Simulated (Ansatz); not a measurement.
## S_i (6-fold void) in Y4S3N2 (C2/m): charge-transition levels and formation energies

Aim: at which Fermi levels does S_i (6-fold void) in Y4S3N2 (C2/m) change its charge? The model is a cell of 54 host atoms with 1 S put in.

Main program and level: Ansatz 0.2.0; place-levels on PBEsol runs: charge-transition levels and formation energies with image-charge correction and potential alignment at the atomic sites.

### 1. Starting point

The cell holds 55 atoms: 24 Y, 19 S and 12 N. Its edges and angles: a = 12.778 Å, b = 11.374 Å, c = 9.763 Å, α = 90.0°, β = 128.5°, γ = 90.0°. It derives from Y4S3N2 (space group C2/m). Nearest the centre at fractional (0.500, 0.635, 0.500): S55 at 0.00 Å, Y38 at 2.69 Å, Y39 at 2.69 Å, S31 at 2.70 Å, S30 at 2.70 Å, N52 at 2.91 Å, N53 at 2.91 Å, Y44 at 3.06 Å.

As a file:

```xyz
55
Lattice="12.7781 0.0000 -0.0248 0.0000 11.3745 0.0000 -6.0606 0.0000 7.6537" Properties=species:S:1:pos:R:3 pbc="T T T"
Y    -0.6153    1.8957    4.9602
Y     5.7738    0.0000    4.9478
Y     0.9438    0.0000    2.6811
Y     7.3328    1.8957    2.6687
Y     4.6955    0.0000    1.0893
Y    11.0845    1.8957    1.0769
Y    -4.3670    1.8957    6.5520
Y     2.0220    0.0000    6.5396
S     0.0000    0.0000    0.0000
S     6.3891    1.8957   -0.0124
S    -2.5264    0.0000    5.9982
S     3.8626    1.8957    5.9858
S     2.8549    1.8957    1.6431
S     9.2440    0.0000    1.6307
N    -0.3467    1.8957    2.7567
N     6.0423    0.0000    2.7443
N     0.6752    0.0000    4.8846
N     7.0643    1.8957    4.8722
Y    -0.6153    5.6872    4.9602
Y     5.7738    3.7915    4.9478
Y     0.9438    3.7915    2.6811
Y     7.3328    5.6872    2.6687
Y     4.6955    3.7915    1.0893
Y    11.0845    5.6872    1.0769
Y    -4.3670    5.6872    6.5520
Y     2.0220    3.7915    6.5396
S     0.0000    3.7915    0.0000
S     6.3891    5.6872   -0.0124
S    -2.5264    3.7915    5.9982
S     3.8626    5.6872    5.9858
S     2.8549    5.6872    1.6431
S     9.2440    3.7915    1.6307
N    -0.3467    5.6872    2.7567
N     6.0423    3.7915    2.7443
N     0.6752    3.7915    4.8846
N     7.0643    5.6872    4.8722
Y    -0.6153    9.4787    4.9602
Y     5.7738    7.5830    4.9478
Y     0.9438    7.5830    2.6811
Y     7.3328    9.4787    2.6687
Y     4.6955    7.5830    1.0893
Y    11.0845    9.4787    1.0769
Y    -4.3670    9.4787    6.5520
Y     2.0220    7.5830    6.5396
S     0.0000    7.5830    0.0000
S     6.3891    9.4787   -0.0124
S    -2.5264    7.5830    5.9982
S     3.8626    9.4787    5.9858
S     2.8549    9.4787    1.6431
S     9.2440    7.5830    1.6307
N    -0.3467    9.4787    2.7567
N     6.0423    7.5830    2.7443
N     0.6752    7.5830    4.8846
N     7.0643    9.4787    4.8722
S     3.3588    7.2195    3.8145
```

The host's dielectric constants go in as inputs: (6.75, 7.00, 6.49) for the electrons alone, principal values (12.97, 15.04, 17.01) with the ions, from a response run on this crystal (DFPT, PBEsol) at that run's own cell.

The cell's shortest repeat is 9.8 Å.

### 2. What was run first

A transition level is the Fermi level at which two charge states cost the same, so each charge needs its own total energy, at its own relaxed structure.

Each atom starts 0.05 Å or so off its site in a random direction: a symmetric start keeps its symmetry, and would miss off-centre moves and Jahn–Teller distortions. Forces are taken at one point at (¼, ¼, ¼). The cell holds 2 electrons more than the neutral one, with a uniform background that keeps it neutral on the whole.

The sampling was tested on the host first: at the k-points planned (1x1x1 shifted 0.25 0.25 0.25) its energy lies 0.005 eV an atom from the dense-mesh value, under the bound of 0.02 eV set for this test; that bounds the host's error, not the defect's.

One of the inputs; charge, spin and start change from state to state.

Contents of qm2.relax/input.yaml:

```yaml
crystal:
  lattice:
    - [12.7781342, 0.0, -0.02476512]
    - [0.0, 3.79148885, 0.0]
    - [-6.06062452, 0.0, 7.65368019]
  atoms:
    - { symbol: "Y", position: [0.25962613, 0.5, 0.64891759] }
    - { symbol: "Y", position: [0.75962613, 0.0, 0.64891759] }
    - { symbol: "Y", position: [0.24037387, 0.0, 0.35108241] }
    - { symbol: "Y", position: [0.74037387, 0.5, 0.35108241] }
    - { symbol: "Y", position: [0.43563346, 0.0, 0.14373379] }
    - { symbol: "Y", position: [0.93563346, 0.5, 0.14373379] }
    - { symbol: "Y", position: [0.06436654, 0.5, 0.85626621] }
    - { symbol: "Y", position: [0.56436654, 0.0, 0.85626621] }
    - { symbol: S, position: [0.0, 0.0, 0.0] }
    - { symbol: S, position: [0.5, 0.5, 0.0] }
    - { symbol: S, position: [0.17425596, 0.0, 0.78426089] }
    - { symbol: S, position: [0.67425596, 0.5, 0.78426089] }
    - { symbol: S, position: [0.32574404, 0.5, 0.21573911] }
    - { symbol: S, position: [0.82574404, 0.0, 0.21573911] }
    - { symbol: "N", position: [0.14391518, 0.5, 0.36064226] }
    - { symbol: "N", position: [0.64391518, 0.0, 0.36064226] }
    - { symbol: "N", position: [0.35608482, 0.0, 0.63935774] }
    - { symbol: "N", position: [0.85608482, 0.5, 0.63935774] }
  supercell: [1, 3, 1]
  defects: [{ interstitial: { symbol: S, position: [0.5, 0.634715, 0.5] } }]
total_charge: -2
basis:
  ecutwfc: 420
  xc_grid: 2
hamiltonian:
  xc: pbesol
kpoints:
  mp_grid: { grid: [1, 1, 1], shift: [0.25, 0.25, 0.25] }
scf:
  occupations: { method: fixed }
  max_iter: 80
output:
  forces: true
  charged_corrections:
    epsilon: [6.75, 7.0, 6.49]
    static_epsilon: [[14.06, 0.0, 1.03], [0.0, 17.01, 0.0], [1.03, 0.0, 13.95]]
relax:
  f_tol: 0.02
  max_steps: 80
  random_displacement: { amplitude: 0.05, seed: 3608 }
checkpoint:
  write: "../qm2.relax.run"
  compress: false
  write_wavefunctions: true
  write_every: 100000
```

On the command line:

```
ansatz run input.yaml --threads 4 --pin off --max-ram 7536MiB --backend cpu --events-out ev --progress --plain --runs-dir out
```

The relaxed structure is kept and the sampling changed to a 2×2×2 shifted mesh.

The run of this state that the levels use, under PBEsol:

Contents of qm2.point/input.yaml:

```yaml
crystal:
  checkpoint: "../qm2.relax.run"
  host: checkpoint
total_charge: -2
basis:
  ecutwfc: 420
  xc_grid: 2
hamiltonian:
  xc: pbesol
kpoints:
  mp_grid: { grid: [2, 2, 2], shift: [0.5, 0.5, 0.5] }
scf:
  occupations: { method: fermi_dirac, width: 0.01 }
  max_iter: 80
output:
  forces: true
  eigenvalues: true
  charged_corrections:
    epsilon: [6.75, 7.0, 6.49]
    static_epsilon: [[14.06, 0.0, 1.03], [0.0, 17.01, 0.0], [1.03, 0.0, 13.95]]
    defect_position: [0.5, 0.634715, 0.5]
  eigenstates: { localisation: true }
  populations: true
  band_densities: [{ bands: [v1, v1] }, { bands: [c1, c1] }]
  write_density: true
  write_potential: true
  volumetric_format: npy
checkpoint:
  read: "../qm2.relax.run"
  write: "../qm2.point.run"
  compress: false
  write_wavefunctions: false
  write_every: 100000
```

Relaxations under PBEsol at one point at (¼, ¼, ¼); times on 4 threads of Arm Neoverse V2, shared host:

| charge | moment (μB) | occupations | outcome | steps | largest displacement against the far atoms (Å) | time |
| --- | --- | --- | --- | --- | --- | --- |
| −2 | 0 | fixed | converged | 6 | 0.36 | 68 s |
| −1 | 1 | fixed | converged | 7 | 0.36 | 2.9 min |
| 0 | 0 | fixed | converged | 13 | 1.55 | 2.4 min |
| +1 | 1 | fixed | converged | 13 | 1.55 | 6.4 min |

Single points under PBEsol at a 2×2×2 shifted mesh; times on 4 threads of Arm Neoverse V2, shared host:

| charge | moment (μB) | occupations | outcome | time |
| --- | --- | --- | --- | --- |
| −2 | 0 | fermi-dirac | converged | 85 s |
| −1 | 1 | fermi-dirac | converged | 3 min |
| 0 | 0 | fermi-dirac | converged | 79 s |
| +1 | 1 | fermi-dirac | converged | 3 min |

Distances (Å) from S55 to the nearest atoms after relaxation with PBEsol:

| charge | moment (μB) | 1. | 2. | 3. | 4. | 5. | 6. |
| --- | --- | --- | --- | --- | --- | --- | --- |
| −2 | 0 | Y 2.62 | Y 2.62 | Y 2.72 | Y 2.72 | N 3.10 | N 3.10 |
| −1 | 1 | Y 2.67 | Y 2.67 | Y 2.81 | Y 2.81 | S 3.09 | S 3.09 |
| 0 | 0 | S 2.25 | S 2.61 | Y 3.07 | Y 3.07 | Y 3.33 | Y 3.34 |
| +1 | 1 | S 2.25 | S 2.60 | Y 3.07 | Y 3.07 | Y 3.32 | Y 3.32 |

### 3. Levels against the band edges, PBEsol

A charged cell interacts with its images and the background, and its potential has another zero than the host's. place-levels removes the first by a point-charge model, screened by the static dielectric constant since the ions have relaxed around the charge, and the second by comparing potentials at atoms far from the defect.

The host is a run of the defect-free crystal in the same cutoffs, grids and k-points, so that basis and sampling errors cancel in part in the differences. Its band edges come from a run of the primitive cell that searches the zone for them. Chemical potentials are energies per atom of S (S12 rings, Pnnm, not the stable S8 form), run with the same functional and cutoff.

Contents of levels.point.yaml:

```yaml
host:
  run: host.point.run
  levels_from: { run: edges.point.run }
states: [qm2.point.run, qm1_M1.point.run, q0.point.run, qp1_M1.point.run]
geometry_from:
  qm2.point.run: qm2.relax.run
  qm1_M1.point.run: qm1_M1.relax.run
  q0.point.run: q0.relax.run
  qp1_M1.point.run: qp1_M1.relax.run
  host.point.run: host.relax.run
chemical_potentials:
  S:
    energy: -884.879081
    dataset: "<sha256 of the dataset>"
epsilon: [6.75, 7.0, 6.49]
static_epsilon:
  - [14.06, 0.0, 1.03]
  - [0.0, 17.01, 0.0]
  - [1.03, 0.0, 13.95]
vertical:
  - { from: qm2.point.run, to: qm2.point_neutral.run }
  - { from: qm1_M1.point.run, to: qm1_M1.point_neutral.run }
  - { from: qp1_M1.point.run, to: qp1_M1.point_neutral.run }
```

On the command line:

```
ansatz place-levels levels.point.yaml -- --threads 4 --pin off --max-ram 7536MiB
```

Numbers of over 12 decimals in the logs are rounded to 6 here.

What it wrote:

```text
[... repeated set-up lines and file paths are left out, and long positions are rounded to six places ...]
(+1/0) 0.008 eV beneath the valence edge (-0.288 eV without the band-filling correction), in the valence band
(0/-1) 1.236 eV above the valence edge, 0.031 eV under the conduction edge; not on the lower envelope
(-1/-2) 0.543 eV above the valence edge, 0.723 eV under the conduction edge; not on the lower envelope
(0/-2) 0.890 eV above the valence edge, 0.377 eV under the conduction edge: charges between them are lowest nowhere
formation energy of charge +1: +0.447 eV with the Fermi level at the valence edge
formation energy of charge 0: +0.439 eV with the Fermi level at the valence edge
formation energy of charge -1: +1.675 eV with the Fermi level at the valence edge
formation energy of charge -2: +2.218 eV with the Fermi level at the valence edge
vertical -2 to 0: no energy, since no alignment is typed
  the change from vertical[0].from (qm2.point.run) to vertical[0].to (qm2.point_neutral.run): by its potential at epsilon [6.75, 7, 6.49] it stands at 0.500 0.664 0.501, with an rms radius of about 4.6 Å (2.7 2.9 2.2 Å across the planes of the cell's [...]
vertical -1 to 0: no energy, since no alignment is typed
  the change from vertical[1].from (qm1_M1.point.run) to vertical[1].to (qm1_M1.point_neutral.run): by its potential at epsilon [6.75, 7, 6.49] it stands at 0.500 0.665 0.501, with an rms radius of about 5.3 Å (3.3 3.3 2.6 Å across the planes of the cell's [...]
vertical +1 to 0: no energy, since no alignment is typed
  the change from vertical[2].from (qp1_M1.point.run) to vertical[2].to (qp1_M1.point_neutral.run): by its potential at epsilon [6.75, 7, 6.49] it stands at 0.427 0.002 0.495, with an rms radius of about 6.6 Å (4.1 4.5 2.6 Å across the planes of the cell's [...]
  edges by pbesol of host.levels_from (edges.point.run), its mesh sampled to repeats of 30.33 Å (the valence edge +0.154 eV and the conduction edge -0.183 eV from those of the host's own run), gap 1.266 eV; the host is sampled to repeats of 20.33 Å
  the defect's cells are sampled to repeats of 20.33 Å, like sampling
  charge +1: -112553.7601 eV with its correction of +0.287 eV, at epsilon [[14.06, 0, 1.03], [0, 17.01, 0], [1.03, 0, 13.95]], aligned at sites: +0.1547 eV, mean over 30 atomic sites at or beyond 4.88 Å from the defect at [0.5000, 0.6347, 0.5000], with [...]
  states[3] (qp1_M1.point.run): levels filled in part (TS 0.003 eV): its energy is of no whole electron's
  charge 0: +0.000 eV for its dipole among its images, +0.000 omitted
  charge -1: -112536.2293 eV with its correction of -0.094 eV, at epsilon [[14.06, 0, 1.03], [0, 17.01, 0], [1.03, 0, 13.95]], aligned at sites: +0.2261 eV, mean over 30 atomic sites at or beyond 4.88 Å from the defect at [0.5000, 0.6347, 0.5000], with [...]
  charge -2: -112527.3946 eV with its correction of +0.047 eV, at epsilon [[14.06, 0, 1.03], [0, 17.01, 0], [1.03, 0, 13.95]], aligned at sites: +0.2411 eV, mean over 30 atomic sites at or beyond 4.88 Å from the defect at [0.5000, 0.6347, 0.5000], with [...]
  of states[3] (qp1_M1.point.run): it parts from the run at its places by a charge that spreads by about 4.1 Å along one vector (1.7 Å or more is wide), by its potential at epsilon [6.75, 7, 6.49], taken for that of held ions (one typed too small widens it), [...]
  of states[2] (q0.point.run): its sublattices stand up to 0.0532 Å off the host's, which by the two runs' forces adds about +0.01 eV to its energy against the host's, and moves the band edges: relax the crystal first, and build the cells on it; [...]
  of states[1] (qm1_M1.point.run): it parts from the run at its places by a charge that spreads by about 2.6 Å along one vector (1.3 Å or more is wide), by its potential at epsilon [6.75, 7, 6.49], taken for that of held ions (one typed too small widens it), [...]
  of states[0] (qm2.point.run): it parts from the run at its places by a charge that spreads by about 2.2 Å along one vector (1.3 Å or more is wide), by its potential at epsilon [6.75, 7, 6.49], taken for that of held ions (one typed too small widens it), [...]
  of vertical[0].from (qm2.point.run): its displacements don't fall off away from the defect: farther atoms stand 0.057 Å off the host's places. [...]
  vertical[0].to (qm2.point_neutral.run): levels filled in part (TS 0.018 eV): its energy is of no whole electron's
  of vertical[0].to (qm2.point_neutral.run): its displacements don't fall off away from the defect: farther atoms stand 0.057 Å off the host's places. [...]
  of vertical[1].from (qm1_M1.point.run): its displacements don't fall off away from the defect: farther atoms stand 0.032 Å off the host's places. [...]
  vertical[1].to (qm1_M1.point_neutral.run): levels filled in part (TS 0.017 eV): its energy is of no whole electron's
  of vertical[1].to (qm1_M1.point_neutral.run): its displacements don't fall off away from the defect: farther atoms stand 0.032 Å off the host's places. [...]
  vertical[2].from (qp1_M1.point.run): levels filled in part (TS 0.003 eV): its energy is of no whole electron's
  of vertical[2].from (qp1_M1.point.run): its displacements don't fall off away from the defect: farther atoms stand 0.039 Å off the host's places. [...]
  of vertical[2].to (qp1_M1.point_neutral.run): its displacements don't fall off away from the defect: farther atoms stand 0.039 Å off the host's places. [...]
```

Elapsed: 0.32 s, on 4 threads of Arm Neoverse V2, shared host.

[end of part 1 of 2]

[Logs are printed without paths, hosts, clocks, repeated set-up lines and the standing remarks that a program may print on its own settings, such as how far it seeks lower states.]

[Hosts, paths, dates, database ids (printed as entryN), source tags and the programs' standing remarks are cut or masked in the printed files.]

[Where a table of states has a column of steps, it counts the stored structures, which are thinned; the runs took as many ionic steps or more.]

[A defect's name tells the site on which it was built; relaxed atoms can leave that site.]

[For some hosts the program warned that the k-mesh of the response run may be too coarse for force constants and the static dielectric constant; such warnings are not shown here.]
